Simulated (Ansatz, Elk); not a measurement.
## Sc3Rh4Pb: X-ray structure factors from the self-consistent density

Structure refinements treat a crystal as free atoms side by side. For a made-up structure of Sc3Rh4Pb (cell and positions from a PBE relaxation) the runs below show what the calculated density changes in F(hkl).

Main program and level: Elk 11.2.3 (patched build); DFT, PBE, all-electron APW+lo, Dirac cores, scalar-relativistic bands, static density, no spin.

The structure was built from a prototype and need not be the compound's stable phase.

## 1. The structure

It takes space group R3 (No. 146, trigonal). Conventional cell: a = 7.219 Å, b = 7.219 Å, c = 9.412 Å, α = 90.00°, β = 90.00°, γ = 120.00°. Nearest to Pb lie 7 Rh at 2.84 to 3.09 Å and 6 Sc at 3.17 to 3.20 Å. Nearest to Rh lie 5 Sc at 2.66 to 2.85 Å and 2 Pb at 2.84 to 2.85 Å and 2 Rh at 2.94 Å. Nearest to Rh lie 6 Sc at 2.72 to 2.76 Å and 1 Pb at 3.09 Å and 3 Rh at 3.09 Å. Nearest to Sc lie 7 Rh at 2.66 to 2.85 Å and 2 Pb at 3.17 to 3.20 Å. Farther neighbours are not listed.

Structure file:

```cif
data_structure
_symmetry_space_group_name_H-M 'R3:H'
_symmetry_Int_Tables_number 146
_cell_length_a 7.2191
_cell_length_b 7.2191
_cell_length_c 9.4119
_cell_angle_alpha 90.000
_cell_angle_beta 90.000
_cell_angle_gamma 120.000
_cell_volume 424.79
loop_
_atom_site_label
_atom_site_type_symbol
_atom_site_symmetry_multiplicity
_atom_site_Wyckoff_symbol
_atom_site_fract_x
_atom_site_fract_y
_atom_site_fract_z
_atom_site_occupancy
Pb1 Pb 3 a 0.33333 0.66667 0.82047 1
Rh1 Rh 9 b 0.30600 0.88727 0.06396 1
Rh2 Rh 3 a 0.33333 0.66667 0.49225 1
Sc1 Sc 9 b 0.38142 0.43570 0.28134 1
```

## 2. Ground state and structure factors

An all-electron density is needed, since X-rays see the cores too. Task 0 finds the density and task 195 Fourier-transforms it; tshift is off so that phases refer to the origin typed.

File elk.in:

```
tasks
  0
  195

xctype
  20

spinpol
  .false.

rgkmax
  7.0

gmaxvr
  14.0

lmaxo
  7

lmaxapw
  8

swidth
  0.002

tshift
  .false.

ramdisk
  .false.

hmaxvr
  5.5

maxscl
  120

epspot
  1e-06

sppath
  './'

avec
  6.82108159593 3.93815329591 5.92862266480
  -6.82108159593 3.93815329591 5.92862266480
  -0.00000000000 -7.87630659082 5.92862266548

atoms
  3
  'Pb.in'
  1
  0.1538027886 0.1538027886 0.1538027886   0.000000 0.000000 0.000000
  'Rh.in'
  4
  0.3699573205 0.6452310634 0.1766942336   0.000000 0.000000 0.000000
  0.6452310634 0.1766942336 0.3699573205   0.000000 0.000000 0.000000
  0.1766942336 0.3699573205 0.6452310634   0.000000 0.000000 0.000000
  0.8255871344 0.8255871344 0.8255871344   0.000000 0.000000 0.000000
  'Sc.in'
  3
  0.6627601858 0.3356261720 0.8456411016   0.000000 0.000000 0.000000
  0.3356261720 0.8456411016 0.6627601858   0.000000 0.000000 0.000000
  0.8456411016 0.6627601858 0.3356261720   0.000000 0.000000 0.000000

ngridk
  5 5 5
```

On the command line:

```console
$ OMP_NUM_THREADS=4 elk
```

Numbers of over 12 decimals in the logs are rounded to 6 here.

Output:

```text
┌─────────────────────────┐
│ Elk code version 11.2.3 │
└─────────────────────────┘

All units are atomic (Hartree, Bohr, etc.)

┌─────────────────────────────────────────────────┐
│ Ground-state run starting from atomic densities │
└─────────────────────────────────────────────────┘

Lattice vectors :
   6.821081596       3.938153296       5.928622665
  -6.821081596       3.938153296       5.928622665
  -0.000000000      -7.876306591       5.928622665

Reciprocal lattice vectors :
  0.4605710413      0.2659108147      0.3532684100
 -0.4605710413      0.2659108147      0.3532684100
 -0.4834054001E-17 -0.5318216294      0.3532684100

Unit cell volume      :    955.5445118
Brillouin zone volume :   0.2595904329

Muffin-tin inner radius fraction :   0.1000000000E-01

Nuclei treated as point charges

Species : 1 (Pb)
 parameters loaded from : Pb.in
 name : lead
 nuclear charge    :   -82.00000000
 electronic charge :    82.00000000
 atomic mass :    377702.4943
 muffin-tin radius :    2.755026824
 number of radial points in muffin-tin :   1393
 inner part over the whole radius :   0.9922078061E-02
 number on inner part of muffin-tin    :   1000
 approximate nuclear radius :   0.1047603524E-03
 number of mesh points to nuclear radius :    526
 atomic positions (lattice), magnetic fields (Cartesian) :
  1 :   0.15380279  0.15380279  0.15380279    0.00000000  0.00000000  0.00000000

Species : 2 (Rh)
 parameters loaded from : Rh.in
 name : rhodium
 nuclear charge    :   -45.00000000
 electronic charge :    45.00000000
 atomic mass :    187585.2511
 muffin-tin radius :    2.558239194
 number of radial points in muffin-tin :   1193
 inner part over the whole radius :   0.9978191988E-02
 number on inner part of muffin-tin    :    849
 approximate nuclear radius :   0.8524867730E-04
 number of mesh points to nuclear radius :    423
 atomic positions (lattice), magnetic fields (Cartesian) :
  1 :   0.36995732  0.64523106  0.17669423    0.00000000  0.00000000  0.00000000
  2 :   0.64523106  0.17669423  0.36995732    0.00000000  0.00000000  0.00000000
  3 :   0.17669423  0.36995732  0.64523106    0.00000000  0.00000000  0.00000000
  4 :   0.82558713  0.82558713  0.82558713    0.00000000  0.00000000  0.00000000

Species : 3 (Sc)
 parameters loaded from : Sc.in
 name : scandium
 nuclear charge    :   -21.00000000
 electronic charge :    21.00000000
 atomic mass :    81949.61073
 muffin-tin radius :    2.400000000
 number of radial points in muffin-tin :    993
 inner part over the whole radius :   0.9898716403E-02
 number on inner part of muffin-tin    :    698
 approximate nuclear radius :   0.6711386133E-04
 number of mesh points to nuclear radius :    323
 atomic positions (lattice), magnetic fields (Cartesian) :
  1 :   0.66276019  0.33562617  0.84564110    0.00000000  0.00000000  0.00000000
  2 :   0.33562617  0.84564110  0.66276019    0.00000000  0.00000000  0.00000000
  3 :   0.84564110  0.66276019  0.33562617    0.00000000  0.00000000  0.00000000

Total number of atoms per unit cell :    8
Total muffin-tin volume :    541.8351491
 ratio of muffin-tin to unit cell volume :   0.5670433375

Spin treatment :
 spin-unpolarised

Number of Bravais lattice symmetries :   12
Number of crystal symmetries         :    3
Crystal has no inversion symmetry
Complex Hermitian eigensolver will be used

k-point grid :      5     5     5
k-point offset :    0.000000000       0.000000000       0.000000000
k-point set is reduced with full crystal symmetry group
Total number of k-points :       45

Muffin-tin radius times maximum |G+k| :    7.000000000
 using average radius
Maximum |G+k| for APW functions       :    2.773927357
Maximum (1/2)|G+k|²                   :    3.847336492
Maximum |G| for potential and density :    14.00000000
Constant for pseudocharge density :   10
 order of it for each species :   17  17  17
 order of it for pair densities of each species (exact exchange by exxq0 0: 18) :   12  10   8
Radial integration step length :    1

[...]
electron entropic           :    -0.14927465391110E-02
 total energy                :     -42364.444514862

Density of states at Fermi energy :    115.4211451
 (states/Hartree/unit cell)

Estimated indirect band gap :   0.1393984881E-02
 from k-point 9 to k-point 17
Estimated direct band gap   :   0.1218583123E-01
 at k-point 8

Charges :
 core                        :    210.0000000
 valence                     :    115.0000000
 interstitial                :    11.82330935
 muffin-tins (core leakage)
  species : 1 (Pb)
[...]
species : 2 (Rh)
[...]
species : 3 (Sc)
[...]
total in muffin-tins        :    313.1766906
 total calculated charge     :    324.9980005
 total charge                :    325.0000000
 error                       :   0.1999502884E-02

RMS change in Kohn-Sham potential (target) :   0.2380299925     (  0.1000000000E-05)
Absolute change in total energy (target)   :   0.5642717967     (  0.1000000000E-03)

[... loops 3 to 17 left out ...]

┌──────────────────┐
│ Loop number : 18 │
└──────────────────┘

Energies :
 Fermi                       :     0.300274
 sum of occupied eigenvalues :     -25702.569324477
 electron kinetic            :      46633.622882176
 core electron kinetic       :      45733.995677388
 Coulomb                     :     -87932.444250265
 Coulomb potential           :     -70948.067480461
 nuclear-nuclear             :     -4246.6910988322
 electron-nuclear            :     -96539.636076768
 Hartree                     :      12853.882925336
 Madelung                    :     -52458.410510034
 xc potential                :     -1388.1247261915
 exchange                    :     -1046.4179512654
 correlation                 :     -17.338420972166
 electron entropic           :    -0.17172234994995E-02
 total energy                :     -42362.579457550

Density of states at Fermi energy :    136.6696600
 (states/Hartree/unit cell)

Estimated indirect band gap :   0.3304229528E-03
 from k-point 2 to k-point 32
Estimated direct band gap   :   0.1199545445E-01
 at k-point 19

Charges :
 core                        :    210.0000000
 valence                     :    115.0000000
 interstitial                :    10.72845923
 muffin-tins (core leakage)
  species : 1 (Pb)
[...]
species : 2 (Rh)
[...]
species : 3 (Sc)
[...]
total in muffin-tins        :    314.2715408
 total calculated charge     :    324.9981258
 total charge                :    325.0000000
 error                       :   0.1874155814E-02

RMS change in Kohn-Sham potential (target) :   0.1529534022E-06 (  0.1000000000E-05)
Absolute change in total energy (target)   :   0.4326436465E-04 (  0.1000000000E-03)

Convergence targets achieved

┌──────────────────┐
│ Loop number : 19 │
└──────────────────┘

Energies :
 Fermi                       :     0.300274
 sum of occupied eigenvalues :     -25702.569320086
 electron kinetic            :      46633.622875756
 core electron kinetic       :      45733.995657941
 Coulomb                     :     -87932.444241071
 Coulomb potential           :     -70948.067455981
 nuclear-nuclear             :     -4246.6910988322
 electron-nuclear            :     -96539.636084031
 Hartree                     :      12853.882941792
 Madelung                    :     -52458.410513081
 xc potential                :     -1388.1247398610
 exchange                    :     -1046.4179512765
 correlation                 :     -17.338420917127
 electron entropic           :    -0.17172238671189E-02
 total energy                :     -42362.579454733

Density of states at Fermi energy :    136.6696920
 (states/Hartree/unit cell)

Estimated indirect band gap :   0.3304331185E-03
 from k-point 5 to k-point 32
Estimated direct band gap   :   0.1199545129E-01
 at k-point 8

Charges :
 core                        :    210.0000000
 valence                     :    115.0000000
 interstitial                :    10.72845796
 muffin-tins (core leakage)
  species : 1 (Pb)
[...]
species : 2 (Rh)
[...]
species : 3 (Sc)
   atom 1                    :    19.21329721     ( -0.2163127899E-06)
   atom 2                    :    19.21329721     ( -0.2163127899E-06)
   atom 3                    :    19.21329721     ( -0.2163127899E-06)
 total in muffin-tins        :    314.2715420
 total calculated charge     :    324.9981258
 total charge                :    325.0000000
 error                       :   0.1874155760E-02

┌──────────────────────────────┐
│ Self-consistent loop stopped │
└──────────────────────────────┘

Warning : the lowest level lies among the core levels :   -2.564397052      -2.467508305

Warning : core states of species 1 leak from the muffin-tin :   0.1508358443E-02

Wrote STATE.OUT
```

Wall time 2.8 min (4 threads of Arm Neoverse V1, shared host); peak memory 0.31 GiB; 9.5 min of CPU time.

SFACRHO.OUT:

```text

h k l indices transformed by vhmat matrix:
   1.000000000       0.000000000       0.000000000    
   0.000000000       1.000000000       0.000000000    
   0.000000000       0.000000000       1.000000000    

      h      k      l  multipl.   |H|            Re(F)            Im(F)           |F|

      0      0      0      1   0.0000000       325.00000      0.46287819E-16   325.00000    
      1      0      0      3  0.63846129       18.789786       46.348942       50.012803    
     -1      0      0      3  0.63846129       18.789786      -46.348942       50.012803    
     -1     -1      0      3  0.88432377      -23.570616      -8.3818167       25.016570    
      1      1      0      3  0.88432377      -23.570616       8.3818167       25.016570    
      1     -1      0      3  0.92114208       64.862473      -36.901265       74.624686    
      0     -1      1      3  0.92114208       64.862473       36.901265       74.624686    
      1      1      1      1   1.0598052      -40.291720       90.129242       98.725392    
     -1     -1     -1      1   1.0598052      -40.291720      -90.129242       98.725392    
     -1      1     -1      3   1.1207745       73.705185      -8.1509693       74.154518    
     -1      1      1      3   1.1207745       73.705185       8.1509693       74.154518    
      0      0      2      3   1.2769226      -99.298930       49.795918       111.08515    
      0      0     -2      3   1.2769226      -99.298930      -49.795918       111.08515    
     -1     -2      0      3   1.4041687      -40.430846      -2.0708552       40.483846    
      1      2      0      3   1.4041687      -40.430846       2.0708552       40.483846    
     -1      0     -2      3   1.4041687      -199.59145      -15.001696       200.15444    
      2      1      0      3   1.4041687      -199.59145       15.001696       200.15444    
      0     -1      2      3   1.4507372       35.138374      -24.826146       43.023747
```

Elk indexes on the primitive cell of elk.in and gives |H| = 4π sin θ/λ in inverse bohr. Below, one row stands for each form hkl of the conventional cell (m members, Friedel mates merged), F is for one primitive cell and the density is static (no thermal factor). Free-atom factors are Waasmaier and Kirfel's, and R is Σm||F|−|F'||/Σm|F|.

| hkl | m | sin θ/λ (Å⁻¹) | abs F, DFT | neutral atoms | diff. | abs of complex diff. |
| --- | --- | --- | --- | --- | --- | --- |
| 101 | 6 | 0.096 | 50.013 | 50.342 | -0.329 | 0.353 |
| 012 | 6 | 0.133 | 25.017 | 25.087 | -0.070 | 0.078 |
| 110 | 6 | 0.139 | 74.625 | 74.740 | -0.115 | 0.121 |
| 003 | 2 | 0.159 | 98.725 | 98.729 | -0.004 | 0.033 |
| 021 | 6 | 0.169 | 74.155 | 74.217 | -0.063 | 0.063 |
| 202 | 6 | 0.192 | 111.085 | 111.316 | -0.231 | 0.301 |
| 2 -1 3 | 6 | 0.211 | 40.484 | 40.333 | +0.151 | 0.192 |
| 113 | 6 | 0.211 | 200.154 | 201.028 | -0.874 | 0.877 |
| 211 | 6 | 0.218 | 43.024 | 43.236 | -0.213 | 0.375 |
| 3 -1 1 | 6 | 0.218 | 187.320 | 188.148 | -0.828 | 0.851 |
| 104 | 6 | 0.227 | 115.946 | 116.488 | -0.541 | 0.565 |
| 3 -2 2 | 6 | 0.237 | 129.402 | 129.982 | -0.580 | 0.625 |
| 122 | 6 | 0.237 | 95.142 | 95.538 | -0.396 | 0.552 |
| 300 | 6 | 0.240 | 121.519 | 122.035 | -0.515 | 0.515 |

## 3. The highest occupied states alone

An energy window below the Fermi level keeps the highest occupied states, to see at which angles they scatter; shallow core shells can lie inside it and anion s states outside. No new self-consistency is needed.

elk.in: that of step 2 with these lines changed.

```diff
@@ -1,3 +1,2 @@
 tasks
-  0
   195
@@ -40,2 +39,5 @@
 
+wsfac
+  -0.067220 0.600270
+
 sppath
```

On the command line:

```console
$ OMP_NUM_THREADS=4 elk
```

Output:

```text
┌─────────────────────────────────┐
│ Elk code version 11.2.3 started │
└─────────────────────────────────┘

Info(readinput): the functional depends on the density's gradient
 muffin-tin radial points multiplied by    2.00000
 (not where nrmtscf is given)

┌────────────────────┐
│ Current task : 195 │
└────────────────────┘
Info(checkmt): changed muffin-tin radius of species 1 (Pb) from   2.8000 to   2.7550
Info(checkmt): changed muffin-tin radius of species 2 (Rh) from   2.6000 to   2.5582

Info(sfacrho): density structure factors written to SFACRHO.OUT

 Energy window :  -0.6722000000E-01  0.6002700000

┌──────────────────┐
│ Elk code stopped │
└──────────────────┘
```

Run time: 30 s. Hardware: 4 threads; peak memory 0.2 GiB.

States within 10 eV below the Fermi level hold 49.00 electrons; any levels below the window count with the cores. Their amplitudes can exceed the total, where window and core parts have opposite phase:

| hkl | sin θ/λ (Å⁻¹) | abs F, window | abs F, all |
| --- | --- | --- | --- |
| 101 | 0.096 | 2.337 | 50.013 |
| 012 | 0.133 | 8.897 | 25.017 |
| 110 | 0.139 | 8.175 | 74.625 |
| 003 | 0.159 | 12.874 | 98.725 |
| 021 | 0.169 | 8.734 | 74.155 |
| 202 | 0.192 | 6.016 | 111.085 |
| 2 -1 3 | 0.211 | 3.277 | 40.484 |
| 113 | 0.211 | 9.406 | 200.154 |
| 211 | 0.218 | 7.521 | 43.024 |
| 3 -1 1 | 0.218 | 9.335 | 187.320 |

[end of part 1 of 2]

[Logs are printed without paths, hosts, clocks, repeated set-up lines and the standing remarks that a program may print on its own settings, such as how far it seeks lower states.]

[Hosts, paths, dates, database ids (printed as entryN), source tags and the programs' standing remarks are cut or masked in the printed files.]
